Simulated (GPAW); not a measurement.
# A GW chain in GPAW: BaTiO3 (Pm-3m)

How does a plane-wave GW calculation on BaTiO3 (Pm-3m) run from the first input to the gap?

Method: PBE and many-body steps on it, plane waves, in GPAW 26.7.0.

**Experimental background.**

- Gap 3.28 eV: optical gap from first-derivative diffuse reflectance spectrum; UV-vis diffuse reflectance; powder (commercial cubic reference powder, crystallite size 31.8 nm) (“Influence of Rapid Heat Treatment on the Photocatalytic Activity and Stability of Barium Titanates Against a Broad Range of Pollutants”, 2024, pmc:11596716).

- Gap 3.2 eV: optical gap from first-derivative diffuse reflectance spectrum; UV-vis diffuse reflectance; powder (“Influence of Rapid Heat Treatment on the Photocatalytic Activity and Stability of Barium Titanates Against a Broad Range of Pollutants”, 2024, pmc:11596716).

### Step 1. The structure

Symmetry: Pm-3m, No. 221, cubic system. The conventional cell has a = 4.006 Å, b = 4.006 Å, c = 4.006 Å, α = 90.00°, β = 90.00°, γ = 90.00°. Nearest to Ba lie 12 O at 2.83 Å. Nearest to Ti lie 6 O at 2.00 Å. O has 2 Ti at 2.00 Å and 4 Ba at 2.83 Å nearest. Farther neighbours and most contacts between anions are not listed.

The cell and positions come from the Crystallography Open Database and are kept as given unless a step says otherwise. Spin-orbit coupling is left out unless a step names it.

### Step 2. Ground state

This step: GPAW 26.7.0; DFT, PBE, plane waves, PAW.

The ground-state density comes first.

Contents of run.py:

```python
import json
import numpy as np
from gpaw.mpi import world
from ase import Atoms
from gpaw import GPAW, PW, FermiDirac

atoms = Atoms(['Ba', 'Ti', 'O', 'O', 'O'],
    cell=[[4.0060000000, 0.0000000000, 0.0000000000],
      [0.0000000000, 4.0060000000, 0.0000000000],
      [0.0000000000, 0.0000000000, 4.0060000000]],
    scaled_positions=[[0.5000000000, 0.5000000000, 0.5000000000],
      [0.0000000000, 0.0000000000, 0.0000000000],
      [0.5000000000, 0.0000000000, 0.0000000000],
      [0.0000000000, 0.5000000000, 0.0000000000],
      [0.0000000000, 0.0000000000, 0.5000000000]],
    pbc=(True, True, True))
calc = GPAW(mode=PW(600),
    xc='PBE',
    kpts={'size': (6, 6, 6), 'gamma': True},
    occupations=FermiDirac(0.001),
    nbands=-8,
    convergence={'density': 1e-6, 'bands': -3},
    maxiter=100,
    txt='gs.txt')
atoms.calc = calc
res = {'energy': atoms.get_potential_energy()}
kpts = calc.get_ibz_k_points()
res['kpts'] = kpts
res['eigenvalues'] = [calc.get_eigenvalues(kpt=k) for k in range(len(kpts))]
res['n_electrons'] = calc.get_number_of_electrons()
calc.write('gs.gpw')

if world.rank == 0:
    with open('result.json', 'w') as f:
        json.dump(res, f, default=lambda x: x.tolist())
```

Run with:

```bash
$ mpirun -n 4 gpaw python run.py
```

Numbers of over 12 decimals in the logs are rounded to 6 here.

Log:

```text
__  _  _
 | _ |_)|_||  |
 |__||  | ||/\| - 26.7.0

Input parameters:
  mode=PW(ecut=600.0),
  convergence={'density': 1e-06, 'bands': -3},
  kpts=MonkhorstPack(size=(6, 6, 6), gamma=True),
  maxiter=100,
  nbands=-8,
  occupations=Occupations(name='fermi-dirac', width=0.001, fixmagmom=False),
  xc=XC(name='PBE')
  [... matrices ...]
Diagonalizing LCAO Hamiltonian
Converting LCAO to pw mode
   .---------.
  /|         |
 * |         |
 | |   Ba    |
 O |         |
 | .---------.
 |/         /
 Ti---O----*

Atoms  # Å, Bohr magnetons
|   | symbol |        x |        y |        z |    initial magnetic moments |
| 0 |     Ba | 2.003000 | 2.003000 | 2.003000 | ( 0.0000,  0.0000,  0.0000) |
| 1 |     Ti | 0.000000 | 0.000000 | 0.000000 | ( 0.0000,  0.0000,  0.0000) |
| 2 |      O | 2.003000 | 0.000000 | 0.000000 | ( 0.0000,  0.0000,  0.0000) |
| 3 |      O | 0.000000 | 2.003000 | 0.000000 | ( 0.0000,  0.0000,  0.0000) |
| 4 |      O | 0.000000 | 0.000000 | 2.003000 | ( 0.0000,  0.0000,  0.0000) |

Unit cell  # Å
| periodic |        x |        y |        z |  lengths |    angles |
|      yes | 4.006000 | 0.000000 | 0.000000 | 4.006000 | 90.000000 |
|      yes | 0.000000 | 4.006000 | 0.000000 | 4.006000 | 90.000000 |
|      yes | 0.000000 | 0.000000 | 4.006000 | 4.006000 | 90.000000 |

Number of symmetries: 48
Symmetry operations  # r_c * U_cc + t_c -> r_c
|    | kind |            matrix            |
|  0 |  E   |  1, 0, 0,  0, 1, 0,  0, 0, 1 |
|  1 |  σ   |  1, 0, 0,  0, 1, 0,  0, 0,-1 |
|  2 |  σ   |  1, 0, 0,  0, 0, 1,  0, 1, 0 |
|  3 |  C4  |  1, 0, 0,  0, 0, 1,  0,-1, 0 |
|  4 |  C4  |  1, 0, 0,  0, 0,-1,  0, 1, 0 |
|  5 |  σ   |  1, 0, 0,  0, 0,-1,  0,-1, 0 |
|  6 |  σ   |  1, 0, 0,  0,-1, 0,  0, 0, 1 |
|  7 |  C2  |  1, 0, 0,  0,-1, 0,  0, 0,-1 |
|  8 |  σ   |  0, 1, 0,  1, 0, 0,  0, 0, 1 |
|  9 |  C2  |  0, 1, 0,  1, 0, 0,  0, 0,-1 |
| 10 |  C3  |  0, 1, 0,  0, 0, 1,  1, 0, 0 |
| 11 |  S6  |  0, 1, 0,  0, 0, 1, -1, 0, 0 |
| 12 |  S6  |  0, 1, 0,  0, 0,-1,  1, 0, 0 |
| 13 |  C3  |  0, 1, 0,  0, 0,-1, -1, 0, 0 |
| 14 |  C4  |  0, 1, 0, -1, 0, 0,  0, 0, 1 |
| 15 |  S4  |  0, 1, 0, -1, 0, 0,  0, 0,-1 |
| 16 |  C3  |  0, 0, 1,  1, 0, 0,  0, 1, 0 |
| 17 |  S6  |  0, 0, 1,  1, 0, 0,  0,-1, 0 |
| 18 |  σ   |  0, 0, 1,  0, 1, 0,  1, 0, 0 |
| 19 |  C4  |  0, 0, 1,  0, 1, 0, -1, 0, 0 |
| 20 |  C2  |  0, 0, 1,  0,-1, 0,  1, 0, 0 |
| 21 |  S4  |  0, 0, 1,  0,-1, 0, -1, 0, 0 |
| 22 |  S6  |  0, 0, 1, -1, 0, 0,  0, 1, 0 |
| 23 |  C3  |  0, 0, 1, -1, 0, 0,  0,-1, 0 |
| 24 |  S6  |  0, 0,-1,  1, 0, 0,  0, 1, 0 |
| 25 |  C3  |  0, 0,-1,  1, 0, 0,  0,-1, 0 |
| 26 |  C4  |  0, 0,-1,  0, 1, 0,  1, 0, 0 |
| 27 |  σ   |  0, 0,-1,  0, 1, 0, -1, 0, 0 |
| 28 |  S4  |  0, 0,-1,  0,-1, 0,  1, 0, 0 |
| 29 |  C2  |  0, 0,-1,  0,-1, 0, -1, 0, 0 |
| 30 |  C3  |  0, 0,-1, -1, 0, 0,  0, 1, 0 |
| 31 |  S6  |  0, 0,-1, -1, 0, 0,  0,-1, 0 |
| 32 |  C4  |  0,-1, 0,  1, 0, 0,  0, 0, 1 |
| 33 |  S4  |  0,-1, 0,  1, 0, 0,  0, 0,-1 |
| 34 |  S6  |  0,-1, 0,  0, 0, 1,  1, 0, 0 |
| 35 |  C3  |  0,-1, 0,  0, 0, 1, -1, 0, 0 |
| 36 |  C3  |  0,-1, 0,  0, 0,-1,  1, 0, 0 |
| 37 |  S6  |  0,-1, 0,  0, 0,-1, -1, 0, 0 |
| 38 |  σ   |  0,-1, 0, -1, 0, 0,  0, 0, 1 |
| 39 |  C2  |  0,-1, 0, -1, 0, 0,  0, 0,-1 |
| 40 |  σ   | -1, 0, 0,  0, 1, 0,  0, 0, 1 |
| 41 |  C2  | -1, 0, 0,  0, 1, 0,  0, 0,-1 |
| 42 |  C2  | -1, 0, 0,  0, 0, 1,  0, 1, 0 |
| 43 |  S4  | -1, 0, 0,  0, 0, 1,  0,-1, 0 |
| 44 |  S4  | -1, 0, 0,  0, 0,-1,  0, 1, 0 |
| 45 |  C2  | -1, 0, 0,  0, 0,-1,  0,-1, 0 |
| 46 |  C2  | -1, 0, 0,  0,-1, 0,  0, 0, 1 |
| 47 |  i   | -1, 0, 0,  0,-1, 0,  0, 0,-1 |

BZ-sampling:
  Number of BZ points: 216
  Number of IBZ points: 20

  Monkhorst-Pack size: [6, 6, 6]
  Monkhorst-Pack shift: [0.083333, 0.083333, 0.083333]

K-points  # in reciprocal-cell coordinates
|     |                                coordinates |     weight |
|   0 | (  0.00000000,   0.00000000,   0.00000000) | 0.00462963 |
|   1 | (  0.16666667,   0.00000000,   0.00000000) | 0.02777778 |
|   2 | (  0.16666667,   0.16666667,   0.00000000) | 0.05555556 |
|   3 | (  0.16666667,   0.16666667,   0.16666667) | 0.03703704 |
|   4 | (  0.33333333,   0.00000000,   0.00000000) | 0.02777778 |
|   5 | (  0.33333333,   0.16666667,   0.00000000) | 0.11111111 |
|   6 | (  0.33333333,   0.16666667,   0.16666667) | 0.11111111 |
|   7 | (  0.33333333,   0.33333333,   0.00000000) | 0.05555556 |
|   8 | (  0.33333333,   0.33333333,   0.16666667) | 0.11111111 |
|   9 | (  0.33333333,   0.33333333,   0.33333333) | 0.03703704 |
| ... |                                            |            |
|  19 | (  0.50000000,   0.50000000,   0.50000000) | 0.00462963 |

Plane wave coefficients: 2176
Cutoff: 600.0 eV

Spin-components: 1 (collinear spins)
Bands:           28
Projectors:      27
Spin-degeneracy: 2
Datatype:        complex128

  Storage: CPU
  Wave functions: 18_896_640 bytes (4_724_160 per core)
  Projectors: 20_921_280 bytes (5_230_320 per core)
  [... matrices ...]
Parallelization:
  kpt:    4
  domain: 1
  band:   1

Density:
  Valence electrons: 40.0
  Components: 1
  Grid points: [24 24 24]
  Charge: 0.0  # |e|

Potential:
  Grid points: [24 24 24]

species:
  Ba:
    name:    Barium
    Z:       56.0
    valence: 10
    core:    46
    charge:  0.0  # [|e|]
    compensation charges:
      type: gauss
      rc: 0.37  # [Å]
      lmax: 2
    cutoffs:
      filter: 2.06  # [Å]
      core: 2.33  # [Å]
    projectors
    | kind |    occ | energy [eV] | rcut [Å] |
    |   5s |  2.000 |     -33.644 |    1.164 |
    |   6s |  2.000 |      -3.229 |    1.164 |
    |   5p |  6.000 |     -18.744 |    1.164 |
    |    p |        |       0.000 |    1.164 |
    |    d |        |       0.000 |    1.164 |
    |    d |        |      27.211 |    1.164 |

    Using partial waves for Ba as LCAO basis

  Ti:
    name:    Titanium
    Z:       22.0
    valence: 12
    core:    10
    charge:  0.0  # [|e|]
    compensation charges:
      type: gauss
      rc: 0.38  # [Å]
      lmax: 2
    cutoffs:
      filter: 2.23  # [Å]
      core: 1.02  # [Å]
    projectors
    | kind |    occ | energy [eV] | rcut [Å] |
    |   3s |  2.000 |     -62.623 |    1.270 |
    |   4s |  2.000 |      -4.466 |    1.270 |
    |   3p |  6.000 |     -38.862 |    1.058 |
    |   4p |  0.000 |      -1.466 |    1.058 |
    |   3d |  2.000 |      -4.258 |    1.058 |
    |    d |        |      22.953 |    1.058 |

    Using partial waves for Ti as LCAO basis

  O:
    name:    Oxygen
    Z:       8.0
    valence: 6
    core:    2
    charge:  0.0  # [|e|]
    compensation charges:
      type: gauss
      rc: 0.21  # [Å]
      lmax: 2
    cutoffs:
      filter: 1.17  # [Å]
      core: 0.83  # [Å]
    projectors
    | kind |    occ | energy [eV] | rcut [Å] |
    |   2s |  2.000 |     -23.961 |    0.688 |
    |   2p |  4.000 |      -9.029 |    0.598 |
    |    s |        |       3.251 |    0.688 |
    |    p |        |      18.182 |    0.598 |
    |    d |        |       0.000 |    0.619 |

    Using partial waves for O as LCAO basis

Reference energy: -250624.413696  # eV

eigensolver:
  PPCG
  Converge bands: -3
  niter=2

density mixing:
  MSR1-Mixer
  Pratt-step length: 0.05
  Maximum mixing coefficient: 0.75
  Old densities: 10
  SVD Regularization: 0.005
  Good broyden scale: 1.0
  Trust region scale: 1.0
  Backstep threshold: 4.0
  History deletion threshold: 6.0
  Fourier metric: weight=20.0, sigma=0.015

occupation numbers:
  Fermi-Dirac:
    width: 0.0010  # eV

poisson solver:
  ecut: 4800.0  # eV

xc functional:
  name: PBE with 2 nearest neighbor stencil

Initialization done in: 1.806 s

convergence criteria:
- Maximum integral of absolute [dens]ity change: 1e-06 electrons / valence electron
- Maximum [total energy] change in last 3 cyles: 0.0005 eV / valence electron
- Maximum integral of absolute [eigenst]ate change: 4e-08 eV^2 / valence electron
maximum number of iterations: 100

SCF iterations
|iter     |     time |      energy | eigst |  dens |
|iter:   1|  |  -44.670430 | +0.56 |       |
|iter:   2|  |  -42.863724 | -0.50 | -0.87 |
|iter:   3|  |  -39.536603 | +0.09 | -0.94 |
|iter:   4|  |  -39.269394 | -0.94 | -1.42 |
|iter:   5|  |  -39.220735 | -1.69 | -1.62 |
|iter:   6|  |  -39.228422 | -2.97 | -1.97 |
|iter:   7|  |  -39.228011c| -3.69 | -2.74 |
|iter:   8|  |  -39.228054c| -4.64 | -3.31 |
|iter:   9|  |  -39.228055c| -4.91 | -3.83 |
|iter:  10|  |  -39.228055c| -4.86 | -4.55 |
|iter:  11|  |  -39.228055c| -7.32 | -5.14 |
|iter:  12|  |  -39.228055c| -8.05c| -5.89 |
|iter:  13|  |  -39.228055c| -8.95c| -6.30c|

Converged in 13 steps
SCF loop duration: 7.184 s (0.553 s/step)
Energy contributions relative to reference atoms: (reference = -250624.413696)
  [... matrices ...]
Energy contributions:
  Kinetic:          42.130798
  Coulomb:         -44.420667
  Zero:              0.581296
  External:          0.000000
  Xc:              -37.519482
  Entropy:          -0.000000
  Spinorbit:         0.000000
  ----------------------------
  Free energy:     -39.228055
  Extrapolated:    -39.228055

dipole moment: (-35.415731, -35.415731, -35.415731)  # |e|*Ang

Fermi level: 8.474
Eigenvalues  # (at kpt = [0.000, 0.000, 0.000])
| band index |      eig [eV] | occ [0-2] |
|          0 |       -48.947 |     2.000 |
|        ... |               |           |
|         12 |         5.353 |     2.000 |
|         13 |         5.353 |     2.000 |
|         14 |         6.550 |     2.000 |
|         15 |         6.550 |     2.000 |
|         16 |         6.550 |     2.000 |
|         17 |         7.503 |     2.000 |
|         18 |         7.503 |     2.000 |
|         19 |         7.503 |     2.000 |
|         20 |         9.422 |     0.000 |
|         21 |         9.422 |     0.000 |
|         22 |         9.422 |     0.000 |
|         23 |        11.569 |     0.000 |
|         24 |        11.569 |     0.000 |
|         25 |        12.726 |     0.000 |
|         26 |        12.726 |     0.000 |
|         27 |        15.033 |     0.000 |

Gap: 1.781 eV
Transition (v -> c):
  (s=0, k=19, n=19, [0.50, 0.50, 0.50]) -> (s=0, k=0, n=20, [0.00, 0.00, 0.00])
Direct/indirect transitions are different
Direct gap: 1.918 eV
Transition at: (s=0, k=0, n=19, [0.00, 0.00, 0.00])
# Writing to gs.gpw (mode='')
  [... matrices ...]
```

Run time: 11 s. Hardware: 4 MPI ranks of Arm Neoverse V1, shared host; peak memory 0.74 GiB; 42 s of CPU time.

This step gave:

| Item | Value |
| --- | --- |
| total energy | -39.23 eV |
| gap | 1.781 eV |
| k of the valence top | 0.5, 0.5, 0.5 |
| k of the conduction bottom | 0, 0, 0 |
| least direct gap | 1.918 eV |

The gap is indirect, with the least direct gap 0.14 eV higher.

### Step 3. Bands along the symmetry lines

Levels along a band path, at the cheap level, show where the edges lie and whether the meshes to come will hold them.

Contents of run.py:

```python
import json
import numpy as np
from gpaw.mpi import world
from gpaw import GPAW

path = [[0.000000, 0.000000, 0.000000],
    [0.000000, 0.062500, 0.000000],
    [0.000000, 0.125000, 0.000000],
    [0.000000, 0.187500, 0.000000],
    [0.000000, 0.250000, 0.000000],
    [0.000000, 0.312500, 0.000000],
    [0.000000, 0.375000, 0.000000],
    [0.000000, 0.437500, 0.000000],
    [0.000000, 0.500000, 0.000000],
    [0.062500, 0.500000, 0.000000],
    [0.125000, 0.500000, 0.000000],
    [0.187500, 0.500000, 0.000000],
    [0.250000, 0.500000, 0.000000],
    [0.312500, 0.500000, 0.000000],
    [0.375000, 0.500000, 0.000000],
    [0.437500, 0.500000, 0.000000],
    [0.500000, 0.500000, 0.000000],
    [0.437500, 0.437500, 0.000000],
    [0.375000, 0.375000, 0.000000],
    [0.312500, 0.312500, 0.000000],
    [0.250000, 0.250000, 0.000000],
    [0.187500, 0.187500, 0.000000],
    [0.125000, 0.125000, 0.000000],
    [0.062500, 0.062500, 0.000000],
    [0.000000, 0.000000, 0.000000],
    [0.062500, 0.062500, 0.062500],
    [0.125000, 0.125000, 0.125000],
    [0.187500, 0.187500, 0.187500],
    [0.250000, 0.250000, 0.250000],
    [0.312500, 0.312500, 0.312500],
    [0.375000, 0.375000, 0.375000],
    [0.437500, 0.437500, 0.437500],
    [0.500000, 0.500000, 0.500000],
    [0.437500, 0.500000, 0.437500],
    [0.375000, 0.500000, 0.375000],
    [0.312500, 0.500000, 0.312500],
    [0.250000, 0.500000, 0.250000],
    [0.187500, 0.500000, 0.187500],
    [0.125000, 0.500000, 0.125000],
    [0.062500, 0.500000, 0.062500],
    [0.000000, 0.500000, 0.000000],
    [0.500000, 0.500000, 0.500000],
    [0.500000, 0.500000, 0.437500],
    [0.500000, 0.500000, 0.375000],
    [0.500000, 0.500000, 0.312500],
    [0.500000, 0.500000, 0.250000],
    [0.500000, 0.500000, 0.187500],
    [0.500000, 0.500000, 0.125000],
    [0.500000, 0.500000, 0.062500],
    [0.500000, 0.500000, 0.000000]]
calc = GPAW('gs.gpw').fixed_density(kpts=path,
    symmetry='off',
    nbands=30,
    convergence={'bands': 26},
    txt='bands.txt')
res = {}
kpts = calc.get_ibz_k_points()
res['kpts'] = kpts
res['eigenvalues'] = [calc.get_eigenvalues(kpt=k) for k in range(len(kpts))]
res['n_electrons'] = calc.get_number_of_electrons()

if world.rank == 0:
    with open('result.json', 'w') as f:
        json.dump(res, f, default=lambda x: x.tolist())
```

Run with:

```bash
$ mpirun -n 4 gpaw python run.py
```

Log:

```text
Diagonalizing LCAO Hamiltonian
Converting LCAO to pw mode
convergence criteria:
- Maximum integral of absolute [eigenst]ate change: 4e-08 eV^2 / valence electron
maximum number of iterations: 100

SCF iterations
|iter     |     time |      energy | eigst |  dens |
|iter:   1|  |             | +0.76 |       |
|iter:   2|  |             | -0.77 |       |
|iter:   3|  |             | -0.95 |       |
[...]
|iter:   7|  |             | -6.57 |       |
|iter:   8|  |             | -7.24 |       |
|iter:   9|  |             | -8.06c|       |
SCF steps: 9
  __  _  _
 | _ |_)|_||  |
 |__||  | ||/\| - 26.7.0

Input parameters:
  mode=PW(ecut=600.0),
  convergence={'bands': 26},
  gpts=array([24, 24, 24]),
  kpts=KPoints(kpts=array([[0.    , 0.    , 0.    ],
         [0.    , 0.0625, 0.    ],
         [0.    , 0.125 , 0.    ],
         [0.    , 0.1875, 0.    ],
         [0.    , 0.25  , 0.    ],
         [0.    , 0.3125, 0.    ],
         [0.    , 0.375 , 0.    ],
         [0.    , 0.4375, 0.    ],
[...]
[0.0625, 0.5   , 0.    ],
[...]
[0.1875, 0.5   , 0.    ],
[...]
[0.3125, 0.5   , 0.    ],
[...]
[0.4375, 0.5   , 0.    ],
[...]
[0.4375, 0.4375, 0.    ],
[...]
[0.3125, 0.3125, 0.    ],
[...]
[0.1875, 0.1875, 0.    ],
[...]
[0.0625, 0.0625, 0.    ],
[...]
[0.0625, 0.0625, 0.0625],
[...]
[0.1875, 0.1875, 0.1875],
[...]
[0.3125, 0.3125, 0.3125],
[...]
[0.4375, 0.4375, 0.4375],
[...]
[0.4375, 0.5   , 0.4375],
[...]
[0.3125, 0.5   , 0.3125],
[...]
[0.1875, 0.5   , 0.1875],
[...]
[0.0625, 0.5   , 0.0625],
[...]
[0.5   , 0.5   , 0.4375],
[...]
[0.5   , 0.5   , 0.3125],
         [0.5   , 0.5   , 0.25  ],
         [0.5   , 0.5   , 0.1875],
         [0.5   , 0.5   , 0.125 ],
         [0.5   , 0.5   , 0.0625],
         [0.5   , 0.5   , 0.    ]])),
  maxiter=100,
  nbands=30,
  occupations=Occupations(name='fermi-dirac', width=0.001, fixmagmom=False),
  parallel={},
  symmetry=Symmetry(point_group=False, time_reversal=False),
  xc=XC(name='PBE')
```

Elapsed: 14 s, on 4 MPI ranks; peak memory 0.83 GiB; 57 s of CPU time.

Numbers from this step:

```
gap                        : 1.781 eV
k of the valence top       : 0.5, 0.5, 0.5
k of the conduction bottom : 0, 0, 0
least direct gap           : 1.918 eV
```

The gap is 1.781 eV, as in the run before at this level.

Electronic bands along the path, in eV, zero at the top of the highest filled band:

| point | band 17 | band 18 | band 19 | band 20 | band 21 | band 22 | band 23 | band 24 |
| --- | --- | --- | --- | --- | --- | --- | --- | --- |
| Γ | -1.09 | -0.14 | -0.14 | -0.14 | 1.78 | 1.78 | 1.78 | 3.93 |
| halfway | -1.53 | -1.23 | -0.46 | -0.46 | 1.86 | 2.74 | 2.74 | 3.93 |
| X | -1.81 | -1.81 | -0.70 | -0.70 | 1.93 | 3.51 | 3.51 | 3.93 |
| halfway | -1.37 | -1.28 | -1.11 | -0.50 | 2.79 | 3.52 | 3.64 | 4.60 |
| M | -1.71 | -0.86 | -0.86 | -0.08 | 3.52 | 3.52 | 3.94 | 4.78 |
| halfway | -1.49 | -1.00 | -0.94 | -0.48 | 2.70 | 2.83 | 3.08 | 4.49 |
| Γ | -1.09 | -0.14 | -0.14 | -0.14 | 1.78 | 1.78 | 1.78 | 3.93 |
| halfway | -2.33 | -0.71 | -0.71 | -0.58 | 3.18 | 3.19 | 3.19 | 5.91 |
| R | -2.39 | 0.00 | 0.00 | 0.00 | 4.18 | 4.18 | 4.18 | 6.75 |
| halfway | -2.15 | -0.90 | -0.60 | -0.49 | 3.29 | 3.72 | 3.74 | 5.87 |
| X | -1.81 | -1.81 | -0.70 | -0.70 | 1.93 | 3.51 | 3.51 | 3.93 |
| jump to R | -2.39 | 0.00 | 0.00 | 0.00 | 4.18 | 4.18 | 4.18 | 6.75 |
| halfway | -2.46 | -0.52 | -0.52 | -0.04 | 3.83 | 3.83 | 4.06 | 6.20 |
| M | -1.71 | -0.86 | -0.86 | -0.08 | 3.52 | 3.52 | 3.94 | 4.78 |

### Step 4. Empty states on the mesh, 4×4×4 mesh, 347 bands

The sums over transitions need many empty states on a uniform mesh; this step solves for them.

Contents of run.py:

```python
import json
import numpy as np
from gpaw.mpi import world
from gpaw import GPAW

calc = GPAW('gs.gpw').fixed_density(kpts={'size': (4, 4, 4), 'gamma': True},
    parallel={'domain': 1, 'band': 1},
    txt='nscf.txt')
calc.diagonalize_full_hamiltonian(nbands=347)
calc.write('full.gpw', mode='all')
res = {}
kpts = calc.get_ibz_k_points()
res['kpts'] = kpts
res['eigenvalues'] = [calc.get_eigenvalues(kpt=k) for k in range(len(kpts))]
res['n_electrons'] = calc.get_number_of_electrons()

if world.rank == 0:
    with open('result.json', 'w') as f:
        json.dump(res, f, default=lambda x: x.tolist())
```

Run with:

```bash
$ mpirun -n 4 gpaw python run.py
```

Log:

```text
Diagonalizing LCAO Hamiltonian
Converting LCAO to pw mode
convergence criteria:
- Maximum integral of absolute [eigenst]ate change: 4e-08 eV^2 / valence electron
maximum number of iterations: 100

SCF iterations
|iter     |     time |      energy | eigst |  dens |
|iter:   1|  |             | +0.49 |       |
|iter:   2|  |             | -1.35 |       |
|iter:   3|  |             | -2.38 |       |
[...]
|iter:   7|  |             | -6.23 |       |
|iter:   8|  |             | -6.93 |       |
|iter:   9|  |             | -7.56c|       |
SCF steps: 9
  __  _  _
 | _ |_)|_||  |
 |__||  | ||/\| - 26.7.0

Input parameters:
  mode=PW(ecut=600.0),
  convergence={'density': 1e-06, 'bands': -3},
  gpts=array([24, 24, 24]),
  kpts=MonkhorstPack(size=(4, 4, 4), gamma=True),
  maxiter=100,
  nbands=28,
  occupations=Occupations(name='fermi-dirac', width=0.001, fixmagmom=False),
  parallel={'domain': 1, 'band': 1},
  xc=XC(name='PBE')
Matrix size: 2120x2120
# Writing to full.gpw (mode='all')
  [... matrices ...]

timing:  # [seconds]
  Total: 29.028  # ━━━━━━━━━━━━━━━━━━━━━━━━━━━━━━━━━━━━━━━━━━━━━━━━━━━━━━━━━━
```

Wall time 35 s (4 MPI ranks); peak memory 2.2 GiB.

This step gave:

```
gap                                                           : 1.781 eV
k of the valence top                                          : 0.5, 0.5, 0.5
k of the conduction bottom                                    : 0, 0, 0
least direct gap                                              : 1.918 eV
k points computed                                             : 10
lowest point of the top converged band, above the valence top : 158.9970 eV
```

On this mesh the gap is 1.781 eV.

[end of part 1 of 2]

[Paths, hosts, dates, memory and timing lines, banners, echoed tables and standing remarks are left out of the program output.]

[Logs are printed without paths, hosts, clocks, repeated set-up lines and the standing remarks that a program may print on its own settings, such as how far it seeks lower states.]

[Runs of the session that timed out or met a known fault of the program may be left out.]

[Hosts, paths, dates, database ids (printed as entryN), source tags and the programs' standing remarks are cut or masked in the printed files.]
